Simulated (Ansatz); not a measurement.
# Twisted Ti2CO2 MXene bilayer, 38.21° (70 atoms): support functions against a reference, part 3 of 3

Aim: test how closely localised support functions follow the reference on twisted Ti2CO2 MXene bilayer, 38.21° (70 atoms), and at what cost. A setting counts as converged where the r.m.s. difference of forces stays under 1 % of the r.m.s. force.

Ansatz 0.2.0; Kohn-Sham DFT, PBE+D4, PAW (set soft_2), plane waves.

The cell: 14 C, 28 Ti and 28 O. Beside vacuum, support functions can miss their usual error bounds without a warning. The main run has no spin polarisation.

So far. Step 7 (Support functions medium, radius 3.98 Å): Forces differ from the reference by 0.73 meV/Å r.m.s., 0.37 % of their size, within a tolerance of 1 %; the energy by -4.4 meV/atom. It took 3.7 min and 21 cycles; the reference's time can't be set against it, since the two runs asked for unlike analyses. The two runs also began from different starting densities, which bears on cycles and time.

## Step 9: What the reference run shows (continued)

Valence density in the ca plane at fractional y = 0.045, with atoms of Ti and O within 0.2 Å of it. It is the smooth field of the valence electrons, not physical close to the nuclei.

Ten steps, logarithmic in the rise over the least value, from '0' (0.0 e/Å³) to '9' (8.9 e/Å³), each cell a mean:
```
54322211000011223455532221100000000000000000
43333321000012344444332344310000000000000000
33454331000013787532223577531000000000000000
23665321000015899732223689741000000000000000
34665321000015899732223689741000000000000000
44443210000124787522223567531000000000000000
44322211001244443322235544310000000000000000
44322221002467532222368852100000000000000000
43223331112588642222489962100000000000000000
33444321002477642222478862100000000000000000
24776421001355432223346543210000000000000000
36898410000123333334333333210000000000000000
35897410000011233444432233210000000000000000
24665321000112223455432222100000000000000000
22334553100133322344433321100000000000000000
22246885211345432233356532100000000000000000
21247996311356532222357642100000000000000000
22246885211355432222346643210000000000000000
32234553101233333333334433210000000000000000
44322221000112223455432222100000000000000000
65321110000011123566542211100000000000000000
65321110000011123566543211000000000000000000
```
Columns run along c (16.0 Å, from fractional 0.37 to 1.00 of the cell), rows up along a (8.0 Å). Atoms in or near the plane, at fractional coordinates: O at (0.45, 0.24), Ti at (0.59, 0.81), O at (0.73, 0.81).

Mean Löwdin charges: C -0.90, O -0.61, Ti +1.13 e (they miss 0.35 % of the electrons, so they add up to more than the cell's charge). Just under the Fermi level the largest share is C p (53 % of the projected weight), just over it Ti d (74 % of the projected weight). The potential stands 5.54 eV above the Fermi level over the upper face and 5.59 eV under the lower one, a reading of the work function, with no dipole correction. The Fermi level falls in a spacing of 0.28 eV between levels, so it is uncertain by that much.

## Step 10: Distances and neighbours

Bonds and neighbours are counted at the geometry of the runs.

Normalised to the volume that the atoms fill. g(r), total and by pair (bins of 0.2 Å):

| r (Å) | total | O-O | O-Ti | O-C | Ti-Ti | Ti-C | C-C |
| --- | --- | --- | --- | --- | --- | --- | --- |
| 1.90 | 2.60 | 0.00 | 8.10 | 0.00 | 0.00 | 0.00 | 0.00 |
| 2.10 | 1.85 | 0.00 | 0.19 | 0.00 | 0.00 | 11.20 | 0.00 |
| 2.30 | 0.37 | 0.00 | 0.00 | 0.00 | 0.00 | 2.33 | 0.00 |
| 2.50 | 0.00 | 0.00 | 0.00 | 0.00 | 0.00 | 0.00 | 0.00 |
| 2.70 | 0.08 | 0.30 | 0.00 | 0.20 | 0.00 | 0.00 | 0.00 |
| 2.90 | 1.34 | 0.17 | 0.00 | 7.90 | 0.17 | 0.00 | 0.69 |
| 3.10 | 3.29 | 7.10 | 0.00 | 0.00 | 10.09 | 0.00 | 13.35 |
| 3.30 | 0.07 | 0.44 | 0.00 | 0.00 | 0.00 | 0.00 | 0.00 |
| 3.50 | 0.46 | 0.12 | 1.38 | 0.00 | 0.00 | 0.00 | 0.00 |
| 3.70 | 1.51 | 0.40 | 2.20 | 0.00 | 0.00 | 4.63 | 0.00 |
| 3.90 | 0.09 | 0.30 | 0.13 | 0.00 | 0.00 | 0.00 | 0.00 |
| 4.10 | 0.69 | 0.00 | 0.27 | 3.77 | 0.00 | 0.00 | 0.00 |
| 4.30 | 0.37 | 0.13 | 0.25 | 0.00 | 1.69 | 0.00 | 0.00 |
| 4.50 | 0.09 | 0.46 | 0.00 | 0.00 | 0.11 | 0.00 | 0.00 |
| 4.70 | 2.50 | 1.42 | 6.30 | 0.00 | 0.10 | 1.51 | 0.00 |
| 4.90 | 0.78 | 0.20 | 0.14 | 0.19 | 0.20 | 4.06 | 0.00 |
| 5.10 | 0.88 | 0.18 | 0.05 | 5.08 | 0.18 | 0.00 | 0.00 |
| 5.30 | 1.49 | 2.59 | 0.16 | 0.34 | 4.87 | 0.00 | 4.69 |
| 5.50 | 0.19 | 0.15 | 0.31 | 0.43 | 0.00 | 0.00 | 0.00 |
| 5.70 | 0.25 | 1.01 | 0.00 | 0.31 | 0.21 | 0.00 | 0.00 |
| 5.90 | 0.15 | 0.20 | 0.14 | 0.13 | 0.14 | 0.22 | 0.00 |
| 6.10 | 0.95 | 1.89 | 0.24 | 0.50 | 1.89 | 0.29 | 3.51 |
| 6.30 | 1.30 | 0.48 | 3.50 | 0.23 | 0.12 | 0.29 | 0.00 |
| 6.50 | 0.90 | 1.43 | 0.16 | 0.21 | 0.27 | 3.39 | 0.00 |
| 6.70 | 0.63 | 0.00 | 0.25 | 3.19 | 0.02 | 0.22 | 0.00 |
| 6.90 | 0.51 | 0.20 | 0.49 | 0.20 | 1.51 | 0.28 | 0.00 |
| 7.10 | 0.95 | 0.17 | 1.99 | 0.18 | 0.12 | 1.45 | 0.06 |
| 7.30 | 0.47 | 0.31 | 0.27 | 1.46 | 0.35 | 0.17 | 0.35 |

Bonds by pair of elements; cutoffs follow the first minimum of g(r), held within bounds set by covalent radii, and pairs that aren't listed don't count as bonded:

| pair A-B | cutoff (Å) | bonds | mean length (Å) | spread (Å) | shortest (Å) | B about A | A about B |
| --- | --- | --- | --- | --- | --- | --- | --- |
| O-Ti | 2.64 | 84 | 1.97 | 0.014 | 1.94 | 3 | 3 |
| Ti-C | 2.64 | 84 | 2.19 | 0.015 | 2.15 | 3 | 6 |

How many atoms have how many bonded neighbours:

| element | mean | 3 | 6 |
| --- | --- | --- | --- |
| C | 6 | 0 | 14 |
| O | 3 | 28 | 0 |
| Ti | 6 | 0 | 28 |

Counting bonds as in the table, all C atoms have 6, all O atoms have 3 and all Ti atoms have 6 bonded neighbours.

The surroundings of Ti38, which bears the longest force, nearest first, numbered as they follow in the input and with coordinates relative to it.

| atom | x | y | z | distance (Å) | bonds | Löwdin charge (e) | Fx | Fy | Fz (eV/Å) |
| --- | --- | --- | --- | --- | --- | --- | --- | --- | --- |
| Ti38 | 0.00 | 0.00 | 0.00 | 0.00 | 6 | 1.13 | 0.586 | 0.320 | -0.018 |
| O40 | 0.58 | -1.61 | -0.91 | 1.94 | 3 | -0.60 | -0.008 | -0.193 | 0.238 |
| O45 | -1.70 | 0.37 | -0.90 | 1.96 | 3 | -0.59 | -0.045 | -0.189 | 0.136 |
| O70 | 1.17 | 1.35 | -0.91 | 2.00 | 3 | -0.61 | -0.259 | 0.000 | 0.499 |
| C46 | -1.12 | -1.32 | 1.32 | 2.17 | 6 | -0.90 | -0.243 | 0.254 | -0.126 |
| C36 | 1.73 | -0.31 | 1.32 | 2.20 | 6 | -0.90 | -0.087 | 0.006 | 0.172 |
| C41 | -0.56 | 1.68 | 1.32 | 2.21 | 6 | -0.90 | -0.162 | -0.079 | 0.028 |
| Ti48 | -2.83 | -0.97 | 0.01 | 2.99 | 6 | 1.12 | -0.542 | -0.172 | -0.113 |
| Ti53 | -0.55 | -2.96 | 0.01 | 3.01 | 6 | 1.12 | -0.136 | -0.170 | -0.097 |
| Ti43 | -2.27 | 1.99 | 0.02 | 3.02 | 6 | 1.12 | -0.098 | 0.245 | -0.159 |
| Ti63 | 2.29 | -1.97 | 0.02 | 3.02 | 6 | 1.12 | 0.289 | 0.379 | -0.191 |
| Ti68 | 0.58 | 3.00 | 0.02 | 3.06 | 6 | 1.13 | 0.220 | -0.241 | -0.247 |
| Ti58 | 2.89 | 1.02 | 0.02 | 3.06 | 6 | 1.12 | -0.307 | -0.212 | -0.430 |
| Ti42 | -1.70 | 0.36 | 2.63 | 3.15 | 6 | 1.13 | -0.008 | -0.136 | -0.062 |
| Ti67 | 1.15 | 1.34 | 2.63 | 3.16 | 6 | 1.13 | 0.165 | -0.051 | -0.228 |
| Ti37 | 0.59 | -1.64 | 2.64 | 3.17 | 6 | 1.13 | -0.269 | 0.019 | -0.206 |

The column of bonds counts only the pairs O-Ti within 2.64 Å, Ti-C within 2.64 Å; other neighbours, such as metal atoms beside each other in a compound, aren't counted, and periodic images can show an atom twice.

## Step 11: What came out

```yaml
free_energy_per_atom: -1278.2677 eV/atom
r_m_s_force_component: 0.194 eV/Å
spacing_of_highest_filled_and_lowest_empty_level: 0.2813 eV
potential_in_mid_vacuum_over_the_fermi_level: 5.566 eV
wall_time_of_the_6_dft_runs: 18 min
```

What this shows: Against plane waves at 420 eV, the forces differ by 0.77 meV/Å (0.40 %) with support functions medium, and by 0.66 meV/Å in the closest run (support functions medium, radius 3.73 Å). At 70 atoms the fastest of the runs at a preset level, support functions low, takes roughly 1.6 times the time of plane waves (whose run also made extra analyses, so the like-for-like ratio is larger), in 19 SCF cycles against 13. Differences between support functions and plane waves include what basis error the plane-wave run still has. As the radius goes from 3.44 to 3.98 Å, the force difference goes from 0.84 to 0.73 meV/Å (not steadily; the least is 0.66 at 3.73 Å), and the time from 3 min to 3.7 min.

Between filled and empty levels lie 0.281 eV (on the run's k-points); a semilocal functional tends to put such gaps too low. The potential stands 5.54 eV above the Fermi level over the upper face and 5.59 eV under the lower one, a reading of the work function, with no dipole correction. The Fermi level falls in a spacing of 0.28 eV between levels, so it is uncertain by that much. Counting bonds as in the table, all C atoms have 6, all O atoms have 3 and all Ti atoms have 6 bonded neighbours.

Caveats: The geometry was built by rule, was displaced at random and isn't relaxed at this level: its force components are 0.19 eV/Å r.m.s.

[Logs are printed without paths, hosts, clocks, repeated set-up lines and the standing remarks that a program may print on its own settings, such as how far it seeks lower states.]

[Hosts, paths, dates, database ids (printed as entryN), source tags and the programs' standing remarks are cut or masked in the printed files.]
